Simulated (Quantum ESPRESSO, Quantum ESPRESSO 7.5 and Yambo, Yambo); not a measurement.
# PtS2 (1T monolayer): G0W0 on several meshes in Yambo

How does the mesh move the gap of PtS2 (1T monolayer)?

Program: Quantum ESPRESSO 7.5 and Yambo 5.3.0. Level of theory: PBE and many-body steps on it, plane waves. Results are calculated unless marked as measured.

### 1. Set-up

The cell holds 3 atoms: 1 Pt and 2 S. Its edges and angles: a = 3.574 Å, b = 3.574 Å, c = 15.000 Å, α = 90.0°, β = 90.0°, γ = 120.0°. Vacuum lies along c.

The structure was relaxed with PBE. The runs that relaxed it are not among those shown. Spin-orbit coupling is left out unless a step names it.

### 2. Empty states on the mesh, 6×6×1 mesh, 235 bands

This step: Quantum ESPRESSO 7.5; DFT, PBE, plane waves, norm-conserving pseudopotentials.

The sums over transitions need many empty states on a uniform mesh; this step solves for them.

pw.in reads:

```
&control
  calculation = 'nscf'
  prefix = 'x'
  outdir = 'o'
  pseudo_dir = 'pseudo'
/
&system
  ibrav = 0
  nat = 3
  ntyp = 2
  ecutwfc = 76.0
  nbnd = 235
  force_symmorphic = .true.
/
&electrons
  conv_thr = 1e-9
  electron_maxstep = 80
  diago_full_acc = .true.
  diago_thr_init = 5e-6
/
ATOMIC_SPECIES
  Pt 195.08 Pt.upf
  S 32.06 S.upf
CELL_PARAMETERS angstrom
  3.5735367340 0.0000000000 0.0000000000
  -1.7867683670 3.0947735930 0.0000000000
  0.0000000000 0.0000000000 15.0000000000
ATOMIC_POSITIONS crystal
  Pt 0.0000000000 0.0000000000 0.5000000000
  S 0.3333333333 0.6666666667 0.5818567013
  S 0.6666666667 0.3333333333 0.4181432987
K_POINTS automatic
  6 6 1 0 0 0
```

On the command line:

```console
> OMP_NUM_THREADS=1 mpirun -n 4 pw.x -nk 4 -in pw.in > pw.out
```

The program printed:

```text
Program PWSCF v.7.5 starts

     This program is part of the open-source Quantum ESPRESSO suite
     for quantum simulation of materials; please cite
         "P. Giannozzi et al., J. Phys.:Condens. Matter 21 395502 (2009);
         "P. Giannozzi et al., J. Phys.:Condens. Matter 29 465901 (2017);
         "P. Giannozzi et al., J. Chem. Phys. 152 154105 (2020);
     in publications or presentations arising from this work. More details at

     Atomic positions and unit cell read from directory:
     o/x.save/

     Message from routine setup:
[...]
k = 0.0000 0.3849 0.0000 ( 12540 PWs)   bands (ev):

[...]
29.2746  29.2887  29.5042  29.5060  30.0552  30.8745  31.0772  31.2220
     [... 18 further rows ...]
    66.8143  66.9612  67.0613  67.3512  67.5481  67.6047  68.1740  68.4589
    68.8344  69.1153  69.3912

          k = 0.0000-0.5774 0.0000 ( 12518 PWs)   bands (ev):

     [... further k-points ...]

     highest occupied, lowest unoccupied level (ev):    -0.8916    1.1476

     XML data file, pseudopotentials, collected wavefunctions

=------------------------------------------------------------------------------=
   JOB DONE.
=------------------------------------------------------------------------------=
```

Wall time 1.9 min (4 MPI ranks of Arm Neoverse N1, shared host); peak memory 1.3 GiB; 7.6 min of CPU time.

This step gave:

* gap: 2.039 eV
* k of the valence top: 0.1667, 0.1667, 0
* k of the conduction bottom: 0, 0.1667, 0
* least direct gap: 2.065 eV
* k points computed: 7
* lowest point of the top converged band, above the valence top: 69.0548 eV

On this mesh the gap is 2.039 eV.

The density comes from a self-consistent run that is not shown.

### 3. Conversion and set-up

This step: Yambo 5.3.0; conversion and set-up on PBE, plane waves, norm-conserving pseudopotentials.

The states are converted to the many-body program's format and the q mesh is built.

On the command line:

```console
> (cd o/x.save; p2y > p2y.log; mv SAVE ../..); yambo > setup.log
```

The program printed:

```text
 Yambo, version 5.3.0

 [02] CORE Variables Setup
 =========================

  [02.01] Unit cells
  ==================

  Cell kind             :  HCP
  Atoms in the cell     :  Pt  S
  number of Pt atoms    :  1
  number of S  atoms    :  2

  List of atomic masses
  Mass of Pt    :  195.0800
  Mass of S     :  32.06000

  List of atomic coordinates    : [cc]
  Pt1       :   0.00000   0.00000  14.17295  order 1
  S1       : -0.33765E-09   3.8988       16.493      order 2
  S2       :   3.37650   1.94942  11.85264  order 3

[...]
BZ  Q-points                                      :   36

 K/Q-points units:
 rlu = crystal or reduced units; cc = cartesian coordinates; iku = interal k-units

 Q [1]          [rlu]:  0.000000  0.000000  0.000000
 Q [2]          [rlu]:  0.48455E-17  0.16667       0.0000
 Q [3]          [rlu]:  0.96910E-17  0.33333       0.0000
 Q [4]          [rlu]: -0.14536E-16 -0.50000       0.0000
 Q [5]          [rlu]:  0.166667  0.166667  0.000000
 Q [6]          [rlu]:  0.166667  0.333333  0.000000
 Q [7]          [rlu]:  0.333333  0.333333  0.000000

  [03.01] X indexes
  =================

   [03.01.01] Sigma indexes
   ========================

 [06] Game Over & Game summary
```

Wall time 3.9 s (1 MPI rank); peak memory 0.25 GiB.

### 4. 6×6×1

G0W0 replaces the xc potential by the self-energy, built once from these orbitals. Only a window of levels is corrected, while the sums run over the empty bands that the input names.

This step: G0W0 on PBE, plane waves, norm-conserving pseudopotentials.

gw2.in reads:

```
HF_and_locXC
gw0
dyson
ppa
em1d
rim_cut
rim_w
RandQpts= 3000000
RandGvec= 100 RL
CUTGeo= "slab z"
RandGvecW= 9 RL
EXXRLvcs= 76 Ry
VXCRLvcs= 304 Ry
Chimod= "HARTREE"
% BndsRnXp
 1 | 117 |
%
NGsBlkXp= 9.5 Ry
% LongDrXp
 1 | 1 | 0 |
%
% GbndRnge
 1 | 117 |
%
DysSolver= "n"
ExtendOut
PPAPntXp= 27.21138 eV
% QPkrange
 5 | 5 | 14 | 17 |
 2 | 2 | 14 | 17 |
 1 | 1 | 14 | 17 |
%
```

On the command line:

```console
> OMP_NUM_THREADS=1 mpirun -n 4 yambo -F gw2.in -J gw2 -C gw2 > gw2.log
```

The program printed:

```text
 Yambo, version 5.3.0

 [02] CORE Variables Setup
 =========================

  [... cell, symmetries and grids as in the set-up ...]

  [02.05] Energies & Occupations
  ==============================

  [X] === General ===
  [X] Electronic Temperature                        :  0.000000  0.000000 [eV K]
  [X] Bosonic    Temperature                        :  0.000000  0.000000 [eV K]
  [X] Finite Temperature mode                       : no
  [X] El. density                                   :  0.18084E+24 [cm-3]
  [X] Fermi Level                                   : -0.891573 [eV]

  [X] === Gaps and Widths ===
  [X] Conduction Band Min                           :  2.039184 [eV]
  [X] Valence Band Max                              :  0.000000 [eV]
  [X] Filled Bands                                  :  15
  [X] Empty Bands                                   :   16  235
  [X] Direct Gap                                    :  2.064822 [eV]
  [X] Direct Gap localized at k                     :  2
  [X] Indirect Gap                                  :  2.039184 [eV]
  [X] Indirect Gap between kpts                     :   5   2
  [X] Last valence band width                       :  1.366419 [eV]
  [X] 1st conduction band width                     :  1.156560 [eV]

 [03] Transferred momenta grid and indexing
 ==========================================

 IBZ Q-points                                      :   7
 BZ  Q-points                                      :   36

 K/Q-points units:
 rlu = crystal or reduced units; cc = cartesian coordinates; iku = interal k-units

 Q [1]          [rlu]:  0.000000  0.000000  0.000000
 Q [2]          [rlu]:  0.48455E-17  0.16667       0.0000
 Q [3]          [rlu]:  0.96910E-17  0.33333       0.0000
 Q [4]          [rlu]: -0.14536E-16 -0.50000       0.0000
 Q [5]          [rlu]:  0.166667  0.166667  0.000000
 Q [6]          [rlu]:  0.166667  0.333333  0.000000
 Q [7]          [rlu]:  0.333333  0.333333  0.000000

 [04] Coloumb potential Random Integration (RIM)
 ===============================================

 Performing RIM of v_slab

  [04.01] RIM initialization
  ==========================

  * Diagonal components only detected *

  8 x (sBL volume)        :  0.049239 [a.u.]
  sBZ random points       :  3000000
  Points outside the sBZ  :  24001124
  RL volume               :  0.221577 [a.u.]
  Integrated volume       :  0.221567 [a.u.]

  [04.02] RIM integrals
  =====================

  Gamma point sphere radius             :  0.042044 [a.u.]
  Points outside the sphere             :  2398760
  [Int_sBZ(q=0) 1/q^2]*(Vol_sBZ)^(-1/3) =:  7.537039
                                 should be <:  7.795600

  Summary of Coulomb integrals for non-metallic bands |Q|[au] RIM/Bare

  Q [1] 0.100000E-4 0.966832 * Q [2] 0.179061 1.019959
  Q [5] 0.310143 1.030508 * Q [3] 0.358122 1.026927
  Q [6] 0.473751 1.018421 * Q [4] 0.537183 1.015215
  Q [7] 0.620285 1.011349
  Non-periodic chartesian directions : none
  Optical renormalization            :  28.34589 [au]
  Polarizability dimension           : length

 [05] Coloumb potential CutOffslab
 =================================

 Cut directionsZ
 Slab Cutoff:Z
 Symmetry test passed : yes

 [06] Dipoles
 ============

  [06.01] Setup: observables and procedures
  =========================================

  [WARNING] [x,Vnl] slows the Dipoles computation. To neglect it rename the ns.kb_pp file

 [07] Dynamic Dielectric Matrix (PPA)
 ====================================

 [WR./gw2//ndb.pp]---------------------------------------------------------------
  Brillouin Zone Q/K grids (IBZ/BZ)                :    7   36    7   36
  RL vectors                                       :  15319 [WF]
  Coulomb cutoff potential                         : slab z
  Electronic Temperature                           :  0.000000 [K]
  Bosonic    Temperature                           :  0.000000 [K]
  PPA    diel. fun.  energies                      : Perdew, Burke & Ernzerhof(X)+Perdew, Burke & Ernzerhof(C)
[...]
Field direction                                  :  0.707107E-5  0.707107E-5   0.00000
  BZ energy Double Grid                            : no
  BZ energy DbGd points                            : 0
  BZ Q point size factor                           : -1.000000
  X Optical Averaged directions                    : none

 [08] Local Exchange-Correlation + Non-Local Fock
 ================================================

 [VXC] Plane waves :  100255
 [EXS] Plane waves :  12631

 QP @ state[ 1 ] K range:  1  2
 QP @ state[ 1 ] b range:  14  17
 QP @ state[ 2 ] K range:   5   5
 QP @ state[ 2 ] b range:  14  17

 [xc] Functional : Perdew, Burke & Ernzerhof(X)+Perdew, Burke & Ernzerhof(C)
 [xc] LIBXC used to calculate xc functional
  PP Number of Atomic Species                      :  2
  NLCC RL compoments                               :  100255
  PP Number of Atomic Species                      :  2
  NLCC RL compoments                               :  100255

 [xc] E_xc :  -16.11413 [Ha]
      E_xc :  -32.22826 [Ry]

  Local XC kind (lXC) : Perdew, Burke & Ernzerhof(X)+Perdew, Burke & Ernzerhof(C)
  Non-Local XC kind (nlXC) : Hartree-Fock

  Corrections @ K [1] :  [eV]
 <14|nlXC|14> = -15.91028  0.10915E-16 <14|lXC|14> = -13.81681 -0.37763E-15
 <15|nlXC|15> = -15.91027 -0.36110E-17 <15|lXC|15> = -13.81680  0.47204E-16
 <16|nlXC|16> = -13.04571 -0.15183E-17 <16|lXC|16> = -16.89907 -0.37763E-15
 <17|nlXC|17> = -13.04572  0.12600E-18 <17|lXC|17> = -16.89907  0.56645E-15

  Corrections @ K [2] :  [eV]
 <14|nlXC|14> = -17.52371  0.32616E-17 <14|lXC|14> = -15.09466 -0.94408E-16
 <15|nlXC|15> = -19.68488 -0.29719E-17 <15|lXC|15> = -16.66488  0.000000
[...]
Corrections @ K [5] :  [eV]
[...]
<15|nlXC|15> = -17.62198 -0.31620E-17 <15|lXC|15> = -15.01162 -0.18882E-15
 <16|nlXC|16> = -12.08893 -0.53519E-17 <16|lXC|16> = -15.64451  0.000000
 <17|nlXC|17> = -12.79463 -0.52939E-18 <17|lXC|17> = -16.45290 -0.35403E-15

 [09] Dyson equation: Newton solver
 ==================================

  [09.01] RIM-W interpolation
  ===========================

  [WARNING] RIM-W works only for 2D semiconductors with slab cutoff
  Found compatible q grid: 2D
  q_min[ 1 ]:  0.16667      0.47076E-13   0.0000     [rlu]
   0.166667  0.083333  0.000000 [iku]
  q_min[ 2 ]:  0.48455E-17  0.16667       0.0000     [rlu]
   0.48455E-17  0.16667       0.0000     [iku]
  G-vectors :   9
  G-vectors loaded:   63
  Number of interpolated frequencies:  2

  Evaluating coefficients q = 0
  Evaluating coefficients q = 0

  [09.02] RIM-W integrals
  =======================

  8 x (sBL volume)        :  0.049239 [a.u.]
  sBZ random points       :  3000000
  Points outside the sBZ  :  24001124
  RL volume               :  0.221577 [a.u.]
  Integrated volume       :  0.221567 [a.u.]

  [09.03] RIM integrals
  =====================

  Comparison between head Wc = W - v averages: < Wc > [au] RIM-W/RIM

   < -Wc [Q = 1] > 0.357134E-1 0.439919E-4 * < -Wc [Q = 2] > 0.005436 0.005245
   < -Wc [Q = 3] > 0.973214E-3 0.953308E-3 * < -Wc [Q = 4] > 0.325747E-3 0.322188E-3
   < -Wc [Q = 5] > 0.001427 0.001393 * < -Wc [Q = 6] > 0.459391E-3 0.453710E-3
   < -Wc [Q = 7] > 0.212477E-3 0.210183E-3

  Comparison between head Wc = W - v averages: < Wc > [au] RIM-W/RIM

   < -Wc [G = 1,G`=0] > 0.357134E-1 0.439919E-4 * < -Wc [G = 2,G`=0] >-0.002270 0.000000
   < -Wc [G = 3,G`=0] >-0.002270 0.000000 * < -Wc [G = 4,G`=0] > 0.489038E-4  0.00000
   < -Wc [G = 5,G`=0] > 0.488607E-4  0.00000 * < -Wc [G = 6,G`=0] > 0.117281E-3  0.00000
   < -Wc [G = 7,G`=0] > 0.117320E-3  0.00000 * < -Wc [G = 8,G`=0] >-0.308771E-4  0.00000
   < -Wc [G = 9,G`=0] >-0.308781E-4  0.00000

 [10] G0W0 (W PPA)
 =================

 [  GW  ] Bands range     :    1  117
 [GW/PPA] G damping       :  0.100000 [eV]

 QP @ state[ 1 ] K range:  1  2
 QP @ state[ 1 ] b range:  14  17
 QP @ state[ 2 ] K range:   5   5
 QP @ state[ 2 ] b range:  14  17

  Sc/G bands                                       :    1  117
  Sc/G damping                                     :  0.100000 ev
  Sc bands terminator                              : no
  Sx RL components                                 :  12631

  QP @ state[ 1 ] K range                          :  1  2
  QP @ state[ 1 ] b range                          :  14  17
  QP @ state[ 2 ] K range                          :   5   5
  QP @ state[ 2 ] b range                          :  14  17
  GF energies kind                                 : Perdew, Burke & Ernzerhof(X)+Perdew, Burke & Ernzerhof(C)
  GF WF`s kind                                     : Perdew, Burke & Ernzerhof(X)+Perdew, Burke & Ernzerhof(C)
  Xs energies kind                                 : Perdew, Burke & Ernzerhof(X)+Perdew, Burke & Ernzerhof(C)
  Xs WF`s kind                                     : Perdew, Burke & Ernzerhof(X)+Perdew, Burke & Ernzerhof(C)

 [14] Game Over & Game summary
```

The job ended after 11 min (4 MPI ranks; peak memory 2.6 GiB).

Numbers from this step:

```yaml
g0w0_gap_on_the_points_computed: 3.281 eV
starting_gap_on_the_mesh: 2.039 eV
k_of_the_valence_top: 0, 0.1667, 0
k_of_the_conduction_bottom: 0, 0.1667, 0
least_direct_g0w0_gap_on_the_computed_points: 3.281 eV
z_at_the_valence_top: 0.7469
z_at_the_conduction_bottom: 0.7538
```

The gap on the mesh goes from 2.04 eV to 3.28 eV, a correction of +1.24 eV.

### 5. Empty states on the mesh, 9×9×1 mesh, 117 bands

This step: Quantum ESPRESSO 7.5; DFT, PBE, plane waves, norm-conserving pseudopotentials.

pw.in: that of step 2 with these lines changed.

```diff
@@ -11,3 +11,3 @@
   ecutwfc = 76.0
-  nbnd = 235
+  nbnd = 117
   force_symmorphic = .true.
@@ -32,2 +32,2 @@
 K_POINTS automatic
-  6 6 1 0 0 0
+  9 9 1 0 0 0
```

On the command line:

```console
> OMP_NUM_THREADS=1 mpirun -n 4 pw.x -nk 4 -in pw.in > pw.out
```

The program printed:

```text
[banner, memory and clock lines left out]
Program PWSCF v.7.5 starts

     Atomic positions and unit cell read from directory:
     o/x.save/

     Message from routine setup:
     using ibrav=0 with symmetry is DISCOURAGED, use correct ibrav instead

     G-vector sticks info

     bravais-lattice index     =            0
     lattice parameter (alat)  =       6.7530  a.u.
     unit-cell volume          =    1119.4765 (a.u.)^3
     number of atoms/cell      =            3
     number of atomic types    =            2
     number of electrons       =        30.00
[...]
[... 3 further rows ...]
[...]
41.2092  41.6035  41.9676  42.2617  42.8721

          k = 0.0000 0.2566 0.0000 ( 12522 PWs)   bands (ev):

[...]
28.2718  28.2858  28.3607  28.6365  28.8870  29.3338  29.5646  30.1957
     [... 3 further rows ...]
    38.1914  38.8632  39.2443  39.6120  39.7592  39.8048  40.5292  41.3107
    41.4900  41.6443  41.9572  42.0723  42.2542

          k = 0.0000 0.3849 0.0000 ( 12540 PWs)   bands (ev):

     [... further k-points ...]

     highest occupied, lowest unoccupied level (ev):    -0.9326    0.8765

     XML data file, pseudopotentials, collected wavefunctions
```

It took 78 s on 4 MPI ranks; peak memory 0.81 GiB; 5.2 min of CPU time.

Numbers from this step:

- gap: 1.809 eV
- k of the valence top: 0, 0.1111, 0
- k of the conduction bottom: 0, 0.2222, 0
- least direct gap: 1.876 eV
- k points computed: 12
- lowest point of the top converged band, above the valence top: 41.80 eV

On this mesh the gap is 1.809 eV.

(Continued in part 2 of 2.)

[Paths, hosts, dates, memory and timing lines, banners, echoed tables and standing remarks are left out of the program output.]

[Logs are printed without paths, hosts, clocks, repeated set-up lines and the standing remarks that a program may print on its own settings, such as how far it seeks lower states.]

[Runs of the session that timed out or met a known fault of the program may be left out.]

[Hosts, paths, dates, database ids (printed as entryN), source tags and the programs' standing remarks are cut or masked in the printed files.]
